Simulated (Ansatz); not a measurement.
# Resistivity from frozen vibrations: Cu(111) with 4 thermally displaced layers, 2x2

Aim: the resistivity of Cu at 500 K from frozen thermal displacements between perfect leads. The measured value for the pure metal at this temperature is 3.09 µΩ cm (CRC Handbook of Chemistry and Physics, 84th ed., 2003, Electrical Resistivity of Pure Metals).

Calculated with Ansatz 0.2.0; Ansatz plane-wave DFT, PBE, PAW files; ballistic transport by layer matching (Landauer), zero bias; PAW set soft_1.

## (1) The starting structure

The cell holds 40 atoms: 40 Cu. Cell: a = 5.112 Å, b = 5.112 Å, c = 20.923 Å, α = 93.5°, β = 86.5°, γ = 120.0°. It derives from Cu. Regions: lead, 24 atoms (24 Cu); scattering region, 16 atoms (16 Cu). The structure is stacked along c, and the current runs across the ab planes.

## (2) With 4 displaced layers

Each atom of 4 layers is moved at random, by amounts drawn from a normal law 0.0993 Å wide in each direction from the Debye model (343 K) at 500 K. The layers about the cell's end stay perfect and serve as the lead. Disorder leaves little or no symmetry, which makes such runs dear. Energies from -0.05 to 0.05 eV in steps of 0.05 eV are too few for the program's thermal sum, so it prints no conductance; for a metal the transmission near the Fermi level serves, at a fraction of the cost.

File input.yaml:

```yaml
crystal:
  lattice:
    - [5.1123254594, 0.0, 0.0]
    - [-2.5561627297, 4.4274037203, 0.0]
    - [1.2780813649, -0.73790062, 20.8709812911]
  atoms:
    - { symbol: Cu, position: [0.9916666667, 0.0083333333, 0.05] }
    - { symbol: Cu, position: [0.9916666667, 0.5083333333, 0.05] }
    - { symbol: Cu, position: [0.4916666667, 0.0083333333, 0.05] }
    - { symbol: Cu, position: [0.4916666667, 0.5083333333, 0.05] }
    - { symbol: Cu, position: [0.1416666667, 0.3583333333, 0.15] }
    - { symbol: Cu, position: [0.1416666667, 0.8583333333, 0.15] }
    - { symbol: Cu, position: [0.6416666667, 0.3583333333, 0.15] }
    - { symbol: Cu, position: [0.6416666667, 0.8583333333, 0.15] }
    - { symbol: Cu, position: [0.2916666667, 0.2083333333, 0.25] }
    - { symbol: Cu, position: [0.2916666667, 0.7083333333, 0.25] }
    - { symbol: Cu, position: [0.7916666667, 0.2083333333, 0.25] }
    - { symbol: Cu, position: [0.7916666667, 0.7083333333, 0.25] }
    - { symbol: Cu, position: [0.9566073284, 0.0897997585, 0.355826642] }
    - { symbol: Cu, position: [0.928832083, 0.5512325401, 0.3474909561] }
    - { symbol: Cu, position: [0.4515112815, 0.0576681867, 0.3535533275] }
    - { symbol: Cu, position: [0.4234300762, 0.5933901593, 0.3495412215] }
    - { symbol: Cu, position: [0.1036505245, 0.4049699388, 0.4481964288] }
    - { symbol: Cu, position: [0.1100677832, 0.9266642657, 0.4490364589] }
    - { symbol: Cu, position: [0.5970784327, 0.4230215159, 0.445859332] }
    - { symbol: Cu, position: [0.5672143993, 0.9166599614, 0.4468097659] }
    - { symbol: Cu, position: [0.1956111175, 0.2397056282, 0.5477753926] }
    - { symbol: Cu, position: [0.2017267334, 0.7248906112, 0.5501743054] }
    - { symbol: Cu, position: [0.75706887, 0.2525152228, 0.5464623228] }
    - { symbol: Cu, position: [0.7574248926, 0.7741810333, 0.5485726919] }
    - { symbol: Cu, position: [0.9141039706, 0.131558001, 0.6490153994] }
    - { symbol: Cu, position: [0.8795682759, 0.616326444, 0.6511777052] }
    - { symbol: Cu, position: [0.3991282141, 0.0789991877, 0.6468523595] }
    - { symbol: Cu, position: [0.3558425604, 0.5695445033, 0.6506015156] }
    - { symbol: Cu, position: [0.0416666667, 0.4583333333, 0.75] }
    - { symbol: Cu, position: [0.0416666667, 0.9583333333, 0.75] }
    - { symbol: Cu, position: [0.5416666667, 0.4583333333, 0.75] }
    - { symbol: Cu, position: [0.5416666667, 0.9583333333, 0.75] }
    - { symbol: Cu, position: [0.1916666667, 0.3083333333, 0.85] }
    - { symbol: Cu, position: [0.1916666667, 0.8083333333, 0.85] }
    - { symbol: Cu, position: [0.6916666667, 0.3083333333, 0.85] }
    - { symbol: Cu, position: [0.6916666667, 0.8083333333, 0.85] }
    - { symbol: Cu, position: [0.8416666667, 0.1583333333, 0.95] }
    - { symbol: Cu, position: [0.8416666667, 0.6583333333, 0.95] }
    - { symbol: Cu, position: [0.3416666667, 0.1583333333, 0.95] }
    - { symbol: Cu, position: [0.3416666667, 0.6583333333, 0.95] }
kpoints:
  mp_grid: { grid: [5, 5, 1] }
hamiltonian:
  xc: pbe
  pseudopotentials: { kind: paw, azcp: { folder: soft_1 } }
scf:
  occupations: { method: fermi_dirac, width: 0.1 }
output:
  transmission:
    leads: [[0, 4]]
    kmesh: [10, 10]
    e_range: [-0.05, 0.05]
    de: 0.05
  write_potential: true
  write_density: true
  volumetric_format: npy
```

Command:

```
ansatz run input.yaml --threads 4 --pin off --max-ram 15360MiB --backend cpu --events-out ev --progress --plain --runs-dir out
```

Numbers of over 12 decimals in the logs are rounded to 6 here.

What it wrote:

```text
Engine: ansatz 0.2.0, aarch64-unknown-linux-gnu
Pseudopotentials: kind: paw
Pseudopotential: Cu, paw, valence charge 19, recommended cutoff 420 eV (normal), soft_1/Cu.paw.azcp
Functional definition: PBE
  parameter kappa = 0.804
  parameter beta = 0.066725
  exchange = pbe_x(kappa = kappa, mu = beta*pi^2/3)
  correlation = pbe_c(beta = beta)
Crystal: 40 atoms, lattice volume = 472.401 Å³
Basis set: ecut = 420 eV, 9295 PW (Γ)
Bands: 456, of which v1, the nominal top of the filled ones, is band 380 counted from 1 (379 counted from 0)
Symmetry: 1 space group operations
Space group: P1 (ITA 1), of the structure as read, at distance tolerance 7.8e-5 Å
k-points: 13 of 25 (time reversal used)
Non-local potential: Cu, projectors of the file, l = 0: 3, l = 1: 2, l = 2: 3, l = 3: 1
PAW form: soft (Blöchl's): semilocal exchange-correlation on the pseudo side does not see the compensation charge
PAW one-centre angular grid: Cu, 590 points (default); XC on 64 Gauss nodes
Initial density: superposition of atomic densities (chi_scale 0.1, normalization cell)
Initial wavefunctions: pseudopotential atomic-orbital guess
Functional: x = pbe(κ = 0.804, μ = 0.219515), c = pbe(β = 0.066725)
SCF iter   1: F=—  HF=-265042.348630 eV  |F-HF|=—  |Δ(HF+E_count)|=         —  Δρ=2.67e-1  dr2=2.01e2  ethr=3.10e-3  ⟨swp⟩=4.8  Hψ=18442  notcnv=0  defer=15
preconditioner: auto → Kerker (q_TF=auto, 2.953 Å⁻¹)  [metal: Δε(μ)=0.010 eV  Ē_g=9.128 eV  σ=0.100 eV  W_gap=0.02  n_scr=218 (ndim 8)  ℏωp=35.8 eV  f_vac=0.000  D(μ)=22.98/eV (n_scr^D=226)]
SCF iter   2: F=—  HF=-265012.216259 eV  |F-HF|=—  |Δ(HF+E_count)|=    3.01e1  Δρ=7.30e-2  dr2=1.97e1  ethr=3.10e-3  ⟨swp⟩=2.0  Hψ=11382  notcnv=0  defer=699
SCF iter   3: F=—  HF=-265006.891720 eV  |F-HF|=—  |Δ(HF+E_count)|=    5.32e0  Δρ=4.44e-2  dr2=7.45e0  ethr=2.59e-3  ⟨swp⟩=2.0  Hψ=7039  notcnv=0  defer=703
SCF iter   4: F=—  HF=-265005.532924 eV  |F-HF|=—  |Δ(HF+E_count)|=    1.36e0  Δρ=8.76e-3  dr2=2.29e-1  ethr=9.80e-4  ⟨swp⟩=2.0  Hψ=8201  notcnv=0  defer=703
SCF iter   5: F=—  HF=-265005.878005 eV  |F-HF|=—  |Δ(HF+E_count)|=   3.45e-1  Δρ=3.90e-3  dr2=6.80e-2  ethr=3.01e-5  ⟨swp⟩=2.1  Hψ=9957  notcnv=0  defer=713
SCF iter   6: F=—  HF=-265005.875265 eV  |F-HF|=—  |Δ(HF+E_count)|=   2.74e-3  Δρ=1.06e-3  dr2=4.65e-3  ethr=8.94e-6  ⟨swp⟩=2.2  Hψ=7808  notcnv=0  defer=713
SCF iter   7: F=—  HF=-265005.879479 eV  |F-HF|=—  |Δ(HF+E_count)|=   4.21e-3  Δρ=2.56e-4  dr2=2.58e-4  ethr=6.11e-7  ⟨swp⟩=2.0  Hψ=10146  notcnv=0  defer=713
SCF iter   8: F=—  HF=-265005.879516 eV  |F-HF|=—  |Δ(HF+E_count)|=   3.68e-5  Δρ=1.11e-4  dr2=5.04e-5  ethr=3.40e-8  ⟨swp⟩=2.2  Hψ=9584  notcnv=0  defer=713
SCF iter   9: F=—  HF=-265005.879484 eV  |F-HF|=—  |Δ(HF+E_count)|=   3.19e-5  Δρ=7.85e-5  dr2=3.56e-5  ethr=6.64e-9  ⟨swp⟩=2.0  Hψ=9718  notcnv=0  defer=713
SCF iter  10: F=—  HF=-265005.879481 eV  |F-HF|=—  |Δ(HF+E_count)|=   3.15e-6  Δρ=2.23e-5  dr2=6.64e-6  ethr=4.68e-9  ⟨swp⟩=2.0  Hψ=7521  notcnv=0  defer=713
SCF iter  11: F=—  HF=-265005.879481 eV  |F-HF|=—  |Δ(HF+E_count)|=   7.23e-8  Δρ=4.90e-6  dr2=6.70e-7  ethr=8.74e-10  ⟨swp⟩=1.2  Hψ=5214  notcnv=0  defer=713
SCF iter  12: F=-265005.879480 eV  HF=-265005.879481 eV  |F-HF|=4.03e-8  |Δ(HF+E_count)|=   2.68e-8  Δρ=3.39e-6  dr2=4.98e-8  ethr=1.32e-11  ⟨swp⟩=7.1  Hψ=20499  notcnv=0
SCF 1 converged in 12 iterations: F = -265005.879480 eV  dr2 = 4.98e-8
  greatest PAW one-centre occupation: 1.000 electrons in one spin orbital (limit 2), on the Cu atom at site 26 (counted from 0), in its partial waves of l = 0
transmission: 158 of 1560 steps passed
transmission: 314 of 1560 steps passed
[...]
transmission: 1560 of 1560 steps passed
SCF converged after 12 iterations
Free energy (F): -265005.879480 eV
Harris-Foulkes:  -265005.879481 eV  (|F-HF|=4.03e-8)
Internal energy: -265005.375712 eV  (E = F + TS)
E sigma→0 (E₀):  -265005.627596 eV
Entropy (-TS):   -0.503768 eV (-12.594 meV/atom)
Fermi energy:    16.342866 eV
--- Per-component energies (eV) ---
  E_band       = -14699.670820
  E_kinetic    = 10477.837524
  E_local      = -180858.137748  (includes V_loc(G=0)·N_el)
  E_nonlocal   = 35593.188602
  E_hartree    = 76653.249354
  E_xc         = -2762.518293
  E_vxc        = -3567.279440  (∫ρ·V_xc dr)
  E_paw        = -72597.549759  (= ΣΔE_a)
  E_vpaw       = -29651.898511  (= ΣTr[D̂ρ^β])
  E_aug_tail   = 0.040066  (compensation charges beyond the density's cutoff)
  E_ewald      = -131511.485458
  E_smearing   = -0.503768  (= −TS)
  E_closure    = -0.000000  (closes the sum)
  Σ components = -265005.879480   (vs F -265005.879480, Δ=0.00e0)
--- Band table (eV; the first three rows and the last of 13) ---
  k-point 0: bands = [... 376 lower, 16.2612, 16.6544, 16.6715, 16.7062, 16.7452, 17.0114, 17.0516, 17.2515, ... 72 higher]
  k-point 1: bands = [... 376 lower, 15.9663, 16.0688, 16.1303, 16.2727, 16.4005, 16.4377, 16.4797, 16.5622, ... 72 higher]
  k-point 2: bands = [... 376 lower, 16.1333, 16.1544, 16.1804, 16.2256, 16.2967, 16.3882, 16.5507, 16.6592, ... 72 higher]
  k-point 12: bands = [... 376 lower, 15.3403, 15.9902, 16.0898, 16.2911, 16.3474, 16.6237, 16.8478, 17.6084, ... 72 higher]
--- Transmission ---
  basis      : 199 plane waves across, 30 finite elements along
  points     : 52, standing for a mesh of 10 x 10
  energies   : 3 from -0.050000 to 0.050000 eV about the Fermi level, 0.050000 eV apart; the leads are filled to 0.000000 eV, and channels, transmission and decay are at 0.000000 eV
  crystal 0  : Cu4, at the sites [0, 4], period 2.0871 Å, over 12.52 Å; its Hamiltonian steps by up to 3.0 meV
    offset         : up to 0.0000 Å between an atom of the period and one for which it stands
    channels       : 3.210000e0 a spin
    conductance    : none, the energies end too early or step too widely for 300 K: set another output.transmission.e_range or a lower de, or, where they end at an eighth of basis.ecutwfc, a higher one
  junction   : crystal 0 to crystal 0, 0.70 to 19.48 Å
    transmission   : 3.096094e0 a spin
    conductance    : none, the energies end too early or step too widely for 300 K: set another output.transmission.e_range or a lower de, or, where they end at an eighth of basis.ecutwfc, a higher one
```

It took 8.4 min on 4 threads of Arm Neoverse V1, shared host; peak memory 4.9 GiB.

This step gave:

* free energy: -265005.8795 eV
* energy at zero smearing: -265005.6276 eV
* Fermi energy: 16.34 eV
* cell area: 22.63 Å²
* transmission per spin nearest the Fermi level: 3.096
* open channels per spin nearest the Fermi level: 3.21
* step of the lead's potential: 3 meV

Per spin. Transmission, zone mean against energy, zero at the Fermi level:

```tsv
energy (eV)	transmission, zone mean
-0.0500	3.09
0.0000	3.10
0.0500	3.10
```

Per spin. The open channels, zone mean, lead stays at 3.21 for energy from -0.05 to 0.05 eV.

Transmission over k1 and k2. At 0.0000 eV from the Fermi level.

Ten even steps from '_' (2.57) to '@' (3.83):
```
--@@------##--------
----@@----##--------
------@@__%%--------
------::..____------
@@@@@@%%..::..%%@@@@
--------____..::----
----------%%__@@----
----------##----@@--
----------##------@@
@@--------##--------
```
Columns: k1 (b1) from -0.5 to 0.4; rows upwards: k2 (b2) from -0.5 to 0.4.

Open channels over k1 and k2. At 0.0000 eV from the Fermi level.

Ten even steps from '_' (3.00) to '@' (4.00):
```
__@@______@@________
____@@____@@________
______@@__@@________
____________________
@@@@@@@@______@@@@@@
____________________
__________@@__@@____
__________@@____@@__
__________@@______@@
@@________@@________
```
Columns: k1 (b1) from -0.5 to 0.4; rows upwards: k2 (b2) from -0.5 to 0.4.

Over the solved energies the transmission per spin lies between 3.09 and 3.10, out of 3.21 channels of the lead on average (up to 3.21).

## (3) With 8 displaced layers

Each atom of 8 layers is moved at random, by amounts drawn from a normal law 0.0993 Å wide in each direction from the Debye model (343 K) at 500 K. A fresh draw is used; the growth of the resistance with length is what counts.

System of this step: Cu(111) with 8 thermally displaced layers, 2x2. The cell holds 56 atoms: 56 Cu. Cell: a = 5.112 Å, b = 5.112 Å, c = 29.257 Å, α = 87.5°, β = 92.5°, γ = 120.0°. It derives from Cu. Regions: lead, 24 atoms (24 Cu); scattering region, 32 atoms (32 Cu). The structure is stacked along c, and the current runs across the ab planes.

File input.yaml:

```yaml
crystal:
  lattice:
    - [5.1123254594, 0.0, 0.0]
    - [-2.5561627297, 4.4274037203, 0.0]
    - [-1.2780813649, 0.73790062, 29.2193738075]
  atoms:
    - { symbol: Cu, position: [0.005952381, 0.994047619, 0.0357142857] }
    - { symbol: Cu, position: [0.005952381, 0.494047619, 0.0357142857] }
    - { symbol: Cu, position: [0.505952381, 0.994047619, 0.0357142857] }
    - { symbol: Cu, position: [0.505952381, 0.494047619, 0.0357142857] }
    - { symbol: Cu, position: [0.1845238095, 0.3154761905, 0.1071428571] }
    - { symbol: Cu, position: [0.1845238095, 0.8154761905, 0.1071428571] }
    - { symbol: Cu, position: [0.6845238095, 0.3154761905, 0.1071428571] }
    - { symbol: Cu, position: [0.6845238095, 0.8154761905, 0.1071428571] }
    - { symbol: Cu, position: [0.3630952381, 0.1369047619, 0.1785714286] }
    - { symbol: Cu, position: [0.3630952381, 0.6369047619, 0.1785714286] }
    - { symbol: Cu, position: [0.8630952381, 0.1369047619, 0.1785714286] }
    - { symbol: Cu, position: [0.8630952381, 0.6369047619, 0.1785714286] }
    - { symbol: Cu, position: [0.0444182523, 0.9409795561, 0.2547087511] }
    - { symbol: Cu, position: [0.0648931682, 0.4721761099, 0.2513650942] }
    - { symbol: Cu, position: [0.5456396047, 0.9281130541, 0.2520862758] }
    - { symbol: Cu, position: [0.533748177, 0.4184918225, 0.251179289] }
    - { symbol: Cu, position: [0.2238892892, 0.2975379363, 0.319936536] }
    - { symbol: Cu, position: [0.22323212, 0.7879473915, 0.3184508303] }
    - { symbol: Cu, position: [0.7309662627, 0.2771289468, 0.323102142] }
    - { symbol: Cu, position: [0.7226256916, 0.803779585, 0.3234851886] }
    - { symbol: Cu, position: [0.4031518319, 0.11465001, 0.397138084] }
    - { symbol: Cu, position: [0.4164533935, 0.5653993967, 0.3958582302] }
    - { symbol: Cu, position: [0.9062196612, 0.0996555895, 0.3894362612] }
    - { symbol: Cu, position: [0.9093997739, 0.5725721348, 0.3947837554] }
    - { symbol: Cu, position: [0.0845571239, 0.8869142962, 0.4632576883] }
    - { symbol: Cu, position: [0.0555470899, 0.4272347959, 0.4694319133] }
    - { symbol: Cu, position: [0.5964188131, 0.88306657, 0.4623319038] }
    - { symbol: Cu, position: [0.6089945774, 0.4578013782, 0.465717086] }
    - { symbol: Cu, position: [0.2447827308, 0.2507208569, 0.5356578098] }
    - { symbol: Cu, position: [0.2439784944, 0.7273561621, 0.5370302845] }
    - { symbol: Cu, position: [0.7607639341, 0.2420878041, 0.5349609385] }
    - { symbol: Cu, position: [0.7262275886, 0.7324607649, 0.5398140824] }
    - { symbol: Cu, position: [0.4154342961, 0.0324320322, 0.6116776043] }
    - { symbol: Cu, position: [0.4684975393, 0.6127192563, 0.607355288] }
    - { symbol: Cu, position: [0.9100790424, 0.0322598008, 0.6116415679] }
    - { symbol: Cu, position: [0.9748580667, 0.547431418, 0.6049439028] }
    - { symbol: Cu, position: [0.1152103307, 0.8684356827, 0.6776520083] }
    - { symbol: Cu, position: [0.1090731333, 0.390589786, 0.6822918764] }
    - { symbol: Cu, position: [0.6235903191, 0.9077511477, 0.6771445484] }
    - { symbol: Cu, position: [0.5946635036, 0.3397715778, 0.6736441677] }
    - { symbol: Cu, position: [0.3008360597, 0.1947694922, 0.7519706858] }
    - { symbol: Cu, position: [0.3174876721, 0.7375285199, 0.752758886] }
    - { symbol: Cu, position: [0.8097714724, 0.2062243483, 0.7476270645] }
    - { symbol: Cu, position: [0.7713453225, 0.6980277822, 0.7461605778] }
    - { symbol: Cu, position: [0.4702380952, 0.0297619048, 0.8214285714] }
    - { symbol: Cu, position: [0.4702380952, 0.5297619048, 0.8214285714] }
    - { symbol: Cu, position: [0.9702380952, 0.0297619048, 0.8214285714] }
    - { symbol: Cu, position: [0.9702380952, 0.5297619048, 0.8214285714] }
    - { symbol: Cu, position: [0.1488095238, 0.8511904762, 0.8928571429] }
    - { symbol: Cu, position: [0.1488095238, 0.3511904762, 0.8928571429] }
    - { symbol: Cu, position: [0.6488095238, 0.8511904762, 0.8928571429] }
    - { symbol: Cu, position: [0.6488095238, 0.3511904762, 0.8928571429] }
    - { symbol: Cu, position: [0.3273809524, 0.1726190476, 0.9642857143] }
    - { symbol: Cu, position: [0.3273809524, 0.6726190476, 0.9642857143] }
    - { symbol: Cu, position: [0.8273809524, 0.1726190476, 0.9642857143] }
    - { symbol: Cu, position: [0.8273809524, 0.6726190476, 0.9642857143] }
kpoints:
  mp_grid: { grid: [5, 5, 1] }
hamiltonian:
  xc: pbe
  pseudopotentials: { kind: paw, azcp: { folder: soft_1 } }
scf:
  occupations: { method: fermi_dirac, width: 0.1 }
output:
  transmission:
    leads: [[0, 4]]
    kmesh: [10, 10]
    e_range: [-0.05, 0.05]
    de: 0.05
  write_potential: true
  write_density: true
  volumetric_format: npy
```

What it wrote:

```text
[...]
Crystal: 56 atoms, lattice volume = 661.361 Å³
Basis set: ecut = 420 eV, 12983 PW (Γ)
Bands: 639, of which v1, the nominal top of the filled ones, is band 532 counted from 1 (531 counted from 0)
Symmetry: 1 space group operations
[...]
k-points: 13 of 25 (time reversal used)
[...]
SCF iter   1: F=—  HF=-371057.550486 eV  |F-HF|=—  |Δ(HF+E_count)|=         —  Δρ=2.65e-1  dr2=2.80e2  ethr=3.10e-3  ⟨swp⟩=4.7  Hψ=25171  notcnv=0  defer=28
[...]
SCF iter  14: F=-371006.769881 eV  HF=-371006.769881 eV  |F-HF|=7.60e-8  |Δ(HF+E_count)|=   8.85e-9  Δρ=1.19e-6  dr2=7.77e-8  ethr=9.40e-12  ⟨swp⟩=2.0  Hψ=15242  notcnv=0
SCF 1 converged in 14 iterations: F = -371006.769881 eV  dr2 = 7.77e-8
[...]
transmission: 234 of 2340 steps passed
transmission: 468 of 2340 steps passed
[...]
transmission: 2340 of 2340 steps passed
SCF converged after 14 iterations
Free energy (F): -371006.769881 eV
[...]
Internal energy: -371006.054413 eV  (E = F + TS)
E sigma→0 (E₀):  -371006.412147 eV
Entropy (-TS):   -0.715468 eV (-12.776 meV/atom)
Fermi energy:    16.343210 eV
[...]
--- Band table (eV; the first three rows and the last of 13) ---
  k-point 0: bands = [... 528 lower, 16.3457, 16.5778, 16.6632, 16.8298, 16.8634, 16.9110, 16.9571, 17.0453, ... 103 higher]
  k-point 1: bands = [... 528 lower, 16.0860, 16.1958, 16.2356, 16.2961, 16.3261, 16.4105, 16.4476, 16.5243, ... 103 higher]
  k-point 2: bands = [... 528 lower, 16.1307, 16.1611, 16.2031, 16.2859, 16.3285, 16.4315, 16.5810, 16.6072, ... 103 higher]
  k-point 12: bands = [... 528 lower, 15.6258, 15.7461, 16.0267, 16.3807, 16.5189, 16.7457, 16.7767, 16.9973, ... 103 higher]
--- Transmission ---
  basis      : 199 plane waves across, 45 finite elements along
  points     : 52, standing for a mesh of 10 x 10
[...]
channels       : 3.210000e0 a spin
[...]
junction   : crystal 0 to crystal 0, 0.70 to 27.83 Å
    transmission   : 2.978021e0 a spin
[...]
```

Wall time 20 min (4 threads); peak memory 8.4 GiB; 73 min of CPU time.

This step gave:

```
free energy                                   : -371006.7699 eV
energy at zero smearing                       : -371006.4121 eV
transmission per spin nearest the Fermi level : 2.978
step of the lead's potential                  : 4.4 meV
```

Per spin. The transmission, zone mean by energy, zero at the Fermi level:

```tsv
energy (eV)	transmission, zone mean
-0.0500	2.95
0.0000	2.98
0.0500	2.99
```

Over the solved energies the transmission per spin lies between 2.95 and 2.99, out of 3.21 channels of the lead on average (up to 3.21).

(Continued in part 2 of 2.)

[Logs are printed without paths, hosts, clocks, repeated set-up lines and the standing remarks that a program may print on its own settings, such as how far it seeks lower states.]

[Hosts, paths, dates, database ids (printed as entryN), source tags and the programs' standing remarks are cut or masked in the printed files.]
